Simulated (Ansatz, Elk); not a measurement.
## K2Mn: X-ray structure factors from the self-consistent density

The structure of K2Mn used here is made up (a known structure type with other elements) and was relaxed beforehand with PBEsol. The aim is the Fourier transform of its all-electron density, F(hkl), set beside the sum over free spherical atoms that refinements use.

Program: Elk 11.2.3 (patched build). Level of theory: DFT, PBE, all-electron APW+lo, Dirac cores, scalar-relativistic bands, static density, ferromagnetic start. Results are calculated unless marked as measured.

The structure was built from a prototype and need not be the compound's stable phase.

## 1. Set-up

The structure is tetragonal, space group I4/mmm (No. 139). Conventional cell: a = 3.888 Å, b = 3.888 Å, c = 17.443 Å, α = 90.00°, β = 90.00°, γ = 90.00°. Nearest to Mn lie 8 K at 3.64 Å. Nearest to K lie 4 Mn at 3.64 Å and 4 K at 3.89 Å. Farther neighbours are not listed.

## 2. Ground state and structure factors

An all-electron density is needed, since X-rays see the cores too. Task 0 finds the density and task 195 Fourier-transforms it; tshift is off so that phases refer to the origin typed.

The input, elk.in:

```
tasks
  0
  195
  196

xctype
  20

spinpol
  .true.

rgkmax
  7.0

gmaxvr
  14.0

lmaxo
  7

lmaxapw
  8

swidth
  0.002

tshift
  .false.

ramdisk
  .false.

hmaxvr
  5.5

maxscl
  120

epspot
  1e-06

reducebf
  0.8

sppath
  './'

avec
  -3.67343090735 3.67343090735 16.48099596920
  3.67343090735 -3.67343090735 16.48099596920
  3.67343090735 3.67343090735 -16.48099596920

atoms
  2
  'Mn.in'
  1
  -0.0000000000 -0.0000000000 0.0000000000   0.000000 0.000000 -0.225000
  'K.in'
  2
  0.3629147835 0.3629147835 -0.0000000000   0.000000 0.000000 0.000000
  0.6370852165 0.6370852165 -0.0000000000   0.000000 0.000000 0.000000

ngridk
  7 7 7
```

Launch:

```console
$ OMP_NUM_THREADS=4 elk
```

Numbers of over 12 decimals in the logs are rounded to 6 here.

Output:

```text
┌─────────────────────────┐
│ Elk code version 11.2.3 │
└─────────────────────────┘

All units are atomic (Hartree, Bohr, etc.)

┌─────────────────────────────────────────────────┐
│ Ground-state run starting from atomic densities │
└─────────────────────────────────────────────────┘

Lattice vectors :
  -3.673430907       3.673430907       16.48099597
   3.673430907      -3.673430907       16.48099597
   3.673430907       3.673430907      -16.48099597

Reciprocal lattice vectors :
  0.2264202559E-16  0.8552202921      0.1906191021
  0.8552202921      0.2264202559E-16  0.1906191021
  0.8552202921      0.8552202921      0.7548530717E-18

Unit cell volume      :    889.5844769
Brillouin zone volume :   0.2788382890

Muffin-tin inner radius fraction :   0.1000000000E-01

Nuclei treated as point charges

Species : 1 (Mn)
 parameters loaded from : Mn.in
 name : manganese
 nuclear charge    :   -25.00000000
 electronic charge :    25.00000000
 atomic mass :    100145.9370
 muffin-tin radius :    2.400000000
 number of radial points in muffin-tin :    993
 inner part over the whole radius :   0.9953723401E-02
 number on inner part of muffin-tin    :    700
 approximate nuclear radius :   0.7074591925E-04
 number of mesh points to nuclear radius :    330
 atomic positions (lattice), magnetic fields (Cartesian) :
  1 :   0.00000000  0.00000000  0.00000000    0.00000000  0.00000000 -0.22500000

Species : 2 (K)
 parameters loaded from : K.in
 name : potassium
 nuclear charge    :   -19.00000000
 electronic charge :    19.00000000
 atomic mass :    71271.84090
 muffin-tin radius :    2.400000000
 number of radial points in muffin-tin :    993
 inner part over the whole radius :   0.9891652203E-02
 number on inner part of muffin-tin    :    697
 approximate nuclear radius :   0.6514746337E-04
 number of mesh points to nuclear radius :    319
 atomic positions (lattice), magnetic fields (Cartesian) :
  1 :   0.36291478  0.36291478  0.00000000    0.00000000  0.00000000  0.00000000
  2 :  -0.36291478 -0.36291478  0.00000000    0.00000000  0.00000000  0.00000000

Total number of atoms per unit cell :    3
Total muffin-tin volume :    173.7175074
 ratio of muffin-tin to unit cell volume :   0.1952793825

Spin treatment :
 spin-polarised
 global magnetic field (Cartesian) :    0.000000000       0.000000000       0.000000000
 collinear magnetisation in z-direction

Number of Bravais lattice symmetries :   16
Number of crystal symmetries         :   16
Crystal has inversion symmetry
Real symmetric eigensolver will be used

k-point grid :      7     7     7
k-point offset :    0.000000000       0.000000000       0.000000000
k-point set is reduced with full crystal symmetry group
Total number of k-points :       40

Muffin-tin radius times maximum |G+k| :    7.000000000
 using average radius
Maximum |G+k| for APW functions       :    2.916666667
Maximum (1/2)|G+k|²                   :    4.253472222
Maximum |G| for potential and density :    14.00000000
Constant for pseudocharge density :    8
 order of it for each species :   15  15
 order of it for pair densities of each species (exact exchange by exxq0 0: 16) :   10  10
Radial integration step length :    1

G-vector grid sizes :     80    80    80
Number of G-vectors :    41261

Maximum angular momentum used for
 APW functions            :    8
 outer part of muffin-tin :    7
 inner part of muffin-tin :    2

Total nuclear charge    :   -63.00000000
Total core charge       :    30.00000000
Total valence charge    :    33.00000000
Total excess charge     :    0.000000000
Total electronic charge :    63.00000000

Effective Wigner radius, rₛ :    1.499406350

Number of empty states         :     36
Total number of valence states :    106
Total number of core states    :     30

Third-order local-orbitals added for an l without core states : T
Total number of local-orbitals :     39

Exchange-correlation functional :     20     0     0
 Perdew-Burke-Ernzerhof, Phys. Rev. Lett. 77, 3865 (1996)
[...]
species : 1 (Mn)
   atom 1                    :    2.770219299
  species : 2 (K)
   atom 1                    :  -0.4242103082E-02
   atom 2                    :  -0.4242103082E-02
 total in muffin-tins        :    2.761735093
 total moment                :    2.846777017

RMS change in Kohn-Sham potential (target) :    2.504113294     (  0.1000000000E-05)
Absolute change in total energy (target)   :    1.158636686     (  0.1000000000E-03)

[... loops 3 to 33 left out ...]

┌──────────────────┐
│ Loop number : 34 │
└──────────────────┘

Energies :
 Fermi                       :     0.71284083703156E-01
 sum of occupied eigenvalues :     -1378.2928853193
 electron kinetic            :      2385.5755797191
 core electron kinetic       :      2196.7754739697
 Coulomb                     :     -4629.2424267509
 Coulomb potential           :     -3609.5288086753
 nuclear-nuclear             :     -266.70088099139
 electron-nuclear            :     -5120.6510337985
 Hartree                     :      758.10948803893
 Madelung                    :     -2824.4780224133
 xc potential                :     -154.00853879108
 xc effective B-field        :    -0.331112
 external B-field            :      0.000000
 exchange                    :     -116.54621442506
 correlation                 :     -2.593848
 electron entropic           :    -0.13934151290850E-02
 total energy                :     -2362.8083029812
 (external B-field energy excluded from total)

Density of states at Fermi energy :    103.4730744
 (states/Hartree/unit cell)

Estimated indirect band gap :   0.1812205585E-03
 from k-point 3 to k-point 7
Estimated direct band gap   :   0.3681795182E-02
 at k-point 7

Charges :
 core                        :    30.00000000
 valence                     :    33.00000000
 interstitial                :    4.412133987
 muffin-tins (core leakage)
  species : 1 (Mn)
[...]
species : 2 (K)
[...]
total in muffin-tins        :    58.58786601
 total calculated charge     :    62.99999367
 total charge                :    63.00000000
 error                       :   0.6325204033E-05

Moments :
 interstitial                :   0.2270798279
 muffin-tins
  species : 1 (Mn)
[...]
species : 2 (K)
[...]
total in muffin-tins        :    4.238036384
 total moment                :    4.465116212

RMS change in Kohn-Sham potential (target) :   0.7085332755E-06 (  0.1000000000E-05)
Absolute change in total energy (target)   :   0.6132536237E-04 (  0.1000000000E-03)

Convergence targets achieved

┌──────────────────┐
│ Loop number : 35 │
└──────────────────┘

Energies :
 Fermi                       :     0.71284130857436E-01
 sum of occupied eigenvalues :     -1378.2928807378
 electron kinetic            :      2385.5755617242
 core electron kinetic       :      2196.7754727684
 Coulomb                     :     -4629.2424158353
 Coulomb potential           :     -3609.5288329204
 nuclear-nuclear             :     -266.70088099139
 electron-nuclear            :     -5120.6509876038
 Hartree                     :      758.10945275981
 Madelung                    :     -2824.4779993751
 xc potential                :     -154.00849479843
 xc effective B-field        :    -0.331112
 external B-field            :      0.000000
 exchange                    :     -116.54621286799
 correlation                 :     -2.593848
 electron entropic           :    -0.13934139095204E-02
 total energy                :     -2362.8083084704
 (external B-field energy excluded from total)

Density of states at Fermi energy :    103.4730867
 (states/Hartree/unit cell)

Estimated indirect band gap :   0.1811206262E-03
 from k-point 3 to k-point 7
Estimated direct band gap   :   0.3681667734E-02
 at k-point 7

Charges :
 core                        :    30.00000000
 valence                     :    33.00000000
 interstitial                :    4.412135561
 muffin-tins (core leakage)
  species : 1 (Mn)
   atom 1                    :    23.40149674     ( -0.2246776507E-06)
  species : 2 (K)
   atom 1                    :    17.59318385     ( -0.1017001043E-06)
   atom 2                    :    17.59318385     ( -0.1017001043E-06)
 total in muffin-tins        :    58.58786444
 total calculated charge     :    62.99999367
 total charge                :    63.00000000
 error                       :   0.6325268032E-05

Moments :
 interstitial                :   0.2270807092
 muffin-tins
  species : 1 (Mn)
   atom 1                    :    4.257190085
  species : 2 (K)
   atom 1                    :  -0.9576444929E-02
   atom 2                    :  -0.9576444929E-02
 total in muffin-tins        :    4.238037196
 total moment                :    4.465117905

┌──────────────────────────────┐
│ Self-consistent loop stopped │
└──────────────────────────────┘

Wrote STATE.OUT
```

Run time: 4.7 min. Hardware: 4 threads of Arm Neoverse V1, shared host; peak memory 0.46 GiB; 16 min of CPU time.

SFACRHO.OUT:

```text

h k l indices transformed by vhmat matrix:
   1.000000000       0.000000000       0.000000000    
   0.000000000       1.000000000       0.000000000    
   0.000000000       0.000000000       1.000000000    

      h      k      l  multipl.   |H|            Re(F)            Im(F)           |F|

      0      0      0      1   0.0000000       63.000000     -0.38207237E-16   63.000000    
      1      1     -1      2  0.38123820       18.810440     -0.30863662E-14   18.810440    
      2      2     -2      2  0.76247641      -8.9128487     -0.26234112E-13   8.9128487    
     -1      0      1      8  0.87620625      0.95245507      0.46295492E-14  0.95245507    
     -1     -2      1      8   1.0287966       46.209757     -0.21604563E-13   46.209757    
     -3     -3      3      2   1.1437146       32.819759     -0.23147746E-13   32.819759    
      1     -1      0      4   1.2094641       48.206050     -0.41927039E-15   48.206050    
      1      1     -2      8   1.2681270       15.045170     -0.30863662E-14   15.045170    
     -3     -2      2      8   1.2805439       30.187277     -0.77159154E-14   30.187277    
      2      2     -1      8   1.4297461      -6.8953292     -0.21604563E-13   6.8953292    
      4      4     -4      2   1.5249528       39.113496      0.37036394E-13   39.113496    
      3      4     -3      8   1.5848811      -6.7490586     -0.22376155E-13   6.7490586    
     -4     -2      3      8   1.6645980       28.154873     -0.20061380E-13   28.154873    
     -1      1     -1      4   1.7104406       41.294969      0.33791654E-15   41.294969    
     -2      0      0      8   1.7524125       13.300076      -0.0000000       13.300076    
      1      3     -1      8   1.8726925      -5.4984398     -0.18518197E-13   5.4984398    
      5      5     -5      2   1.9061910      0.57578285     -0.26234112E-13  0.57578285    
      5      4     -5      8   1.9169217       13.866633     -0.46295492E-14   13.866633
```

Elk indexes on the primitive cell of elk.in and gives |H| = 4π sin θ/λ in inverse bohr. Below, one row stands for each form hkl of the conventional cell (m members, Friedel mates merged), F is for one primitive cell and the density is static (no thermal factor). Free-atom factors are Waasmaier and Kirfel's, and R is Σm||F|−|F'||/Σm|F|.

| hkl | m | sin θ/λ (Å⁻¹) | abs F, DFT | neutral atoms | diff. |
| --- | --- | --- | --- | --- | --- |
| 002 | 2 | 0.057 | 18.810 | 18.626 | +0.184 |
| 004 | 2 | 0.115 | 8.913 | 9.039 | -0.126 |
| 101 | 8 | 0.132 | 0.953 | 0.854 | +0.098 |
| 103 | 8 | 0.155 | 46.210 | 46.220 | -0.010 |
| 006 | 2 | 0.172 | 32.820 | 32.807 | +0.013 |
| 110 | 4 | 0.182 | 48.206 | 48.188 | +0.018 |
| 112 | 8 | 0.191 | 15.045 | 15.094 | -0.049 |
| 105 | 8 | 0.193 | 30.187 | 30.282 | -0.094 |
| 114 | 8 | 0.215 | 6.895 | 6.823 | +0.072 |
| 008 | 2 | 0.229 | 39.114 | 39.151 | -0.038 |
| 107 | 8 | 0.238 | 6.749 | 6.640 | +0.109 |
| 116 | 8 | 0.250 | 28.155 | 28.145 | +0.010 |
| 200 | 4 | 0.257 | 41.295 | 41.275 | +0.020 |
| 202 | 8 | 0.264 | 13.300 | 13.334 | -0.034 |

## 3. The magnetisation density

The same run holds the spin density, and task 196 transforms it. The order is that of the start, and no other was tried.

SFACMAG_1.OUT:

```text

h k l indices transformed by vhmat matrix:
   1.000000000       0.000000000       0.000000000    
   0.000000000       1.000000000       0.000000000    
   0.000000000       0.000000000       1.000000000    

      h      k      l  multipl.   |H|            Re(F)            Im(F)           |F|

      0      0      0      1   0.0000000       4.4651181     -0.92973251E-18   4.4651181    
      1      1     -1      2  0.38123820       4.3888387     -0.52745515E-16   4.3888387    
      2      2     -2      2  0.76247641       3.8929313      0.46058137E-16   3.8929313    
     -1      0      1      8  0.87620625       3.6348774     -0.82885810E-17   3.6348774    
     -1     -2      1      8   1.0287966       3.3618916     -0.52745515E-17   3.3618916    
     -3     -3      3      2   1.1437146       3.0701099     -0.20344699E-16   3.0701099    
      1     -1      0      4   1.2094641       2.9358939     -0.14297848E-17   2.9358939    
      1      1     -2      8   1.2681270       2.8301318     -0.17330669E-16   2.8301318    
     -3     -2      2      8   1.2805439       2.8454738     -0.11302610E-16   2.8454738    
      2      2     -1      8   1.4297461       2.5399494     -0.18837684E-18   2.5399494    
      4      4     -4      2   1.5249528       2.3667261      0.10172349E-16   2.3667261    
      3      4     -3      8   1.5848811       2.2874916     -0.20721452E-16   2.2874916    
     -4     -2      3      8   1.6645980       2.1506515     -0.52745515E-17   2.1506515    
     -1      1     -1      4   1.7104406       2.0600154     -0.46646826E-18   2.0600154    
     -2      0      0      8   1.7524125       2.0057993      0.94188420E-17   2.0057993    
      1      3     -1      8   1.8726925       1.8413838      0.14599205E-16   1.8413838
```

The total moment is 4.47 μB a cell; sphere moments: Mn1 +4.26, K2 -0.01, K3 -0.01 μB. Polarised neutrons measure spin and orbital magnetisation together; without spin-orbit coupling the run gives the spin part. With nearly all of the moment on one atom, abs F_M/F_M(0) is close to a form factor, set here beside ⟨j0⟩ of the free Mn2+ ion, taken for comparison since the valence isn't defined:

```
hkl  sin θ/λ (Å⁻¹)  abs F_M (μB)  F_M/F_M(0)   ⟨j0⟩
002          0.057         4.389       0.983  0.964
004          0.115         3.893       0.872  0.866
101          0.132         3.635       0.814  0.829
103          0.155         3.362       0.753  0.774
006          0.172         3.070       0.688  0.731
110          0.182         2.936       0.658  0.705
112          0.191         2.830       0.634  0.682
105          0.193         2.845       0.637  0.678
114          0.215         2.540       0.569  0.619
008          0.229         2.367       0.530  0.583
107          0.238         2.288       0.512  0.560
116          0.250         2.151       0.482  0.530
200          0.257         2.060       0.461  0.513
202          0.264         2.006       0.449  0.498
```

## 4. The highest occupied states alone

An energy window below the Fermi level keeps the highest occupied states, to see at which angles they scatter; shallow core shells can lie inside it and anion s states outside. No new self-consistency is needed.

elk.in, as its differences from that of step 2:

```diff
@@ -1,5 +1,3 @@
 tasks
-  0
   195
-  196
 
@@ -44,2 +42,5 @@
 
+wsfac
+  -0.369710 0.371280
+
 sppath
```

Launch:

```console
$ OMP_NUM_THREADS=4 elk
```

Output:

```text
┌─────────────────────────────────┐
│ Elk code version 11.2.3 started │
└─────────────────────────────────┘

Info(readinput): the functional depends on the density's gradient
 muffin-tin radial points multiplied by    2.00000
 (not where nrmtscf is given)

┌────────────────────┐
│ Current task : 195 │
└────────────────────┘

Info(sfacrho): density structure factors written to SFACRHO.OUT

 Energy window :  -0.3697100000      0.3712800000

┌──────────────────┐
│ Elk code stopped │
└──────────────────┘
```

Run time: 12 s. Hardware: 4 threads; peak memory 0.27 GiB.

States within 12 eV below the Fermi level hold 8.96 electrons; any levels below the window count with the cores. Their amplitudes can exceed the total, where window and core parts have opposite phase:

| hkl | sin θ/λ (Å⁻¹) | abs F, window | abs F, all |
| --- | --- | --- | --- |
| 002 | 0.057 | 6.292 | 18.810 |
| 004 | 0.115 | 4.857 | 8.913 |
| 101 | 0.132 | 4.474 | 0.953 |
| 103 | 0.155 | 3.850 | 46.210 |
| 006 | 0.172 | 3.537 | 32.820 |
| 110 | 0.182 | 3.412 | 48.206 |
| 112 | 0.191 | 3.214 | 15.045 |
| 105 | 0.193 | 3.153 | 30.187 |
| 114 | 0.215 | 2.792 | 6.895 |
| 008 | 0.229 | 2.690 | 39.114 |

## 5. Another try

In this try the input is made faulty on purpose, to show what that does.

The input is changed as shown.

elk.in, as its differences from that of step 4:

```diff
@@ -1,3 +1,5 @@
 tasks
+  0
   195
+  196
 
@@ -42,5 +44,2 @@
 
-wsfac
-  -0.369710 0.371280
-
 sppath
@@ -63,3 +62,3 @@
 
-ngridk
+ngrid
   7 7 7
```

Launch:

```console
$ OMP_NUM_THREADS=4 elk
```

Output:

```text
┌─────────────────────────────────┐
│ Elk code version 11.2.3 started │
└─────────────────────────────────┘

Error(readinput): invalid block name : ngrid
```

It took 0.01 s on 4 threads; peak memory 0.17 GiB.

The program refused the input before any cycle.

The program's message: “Error(readinput): invalid block name : ngrid”

A key was misspelt on purpose.

(Part 1 of 2 ends here.)

[Logs are printed without paths, hosts, clocks, repeated set-up lines and the standing remarks that a program may print on its own settings, such as how far it seeks lower states.]

[Hosts, paths, dates, database ids (printed as entryN), source tags and the programs' standing remarks are cut or masked in the printed files.]
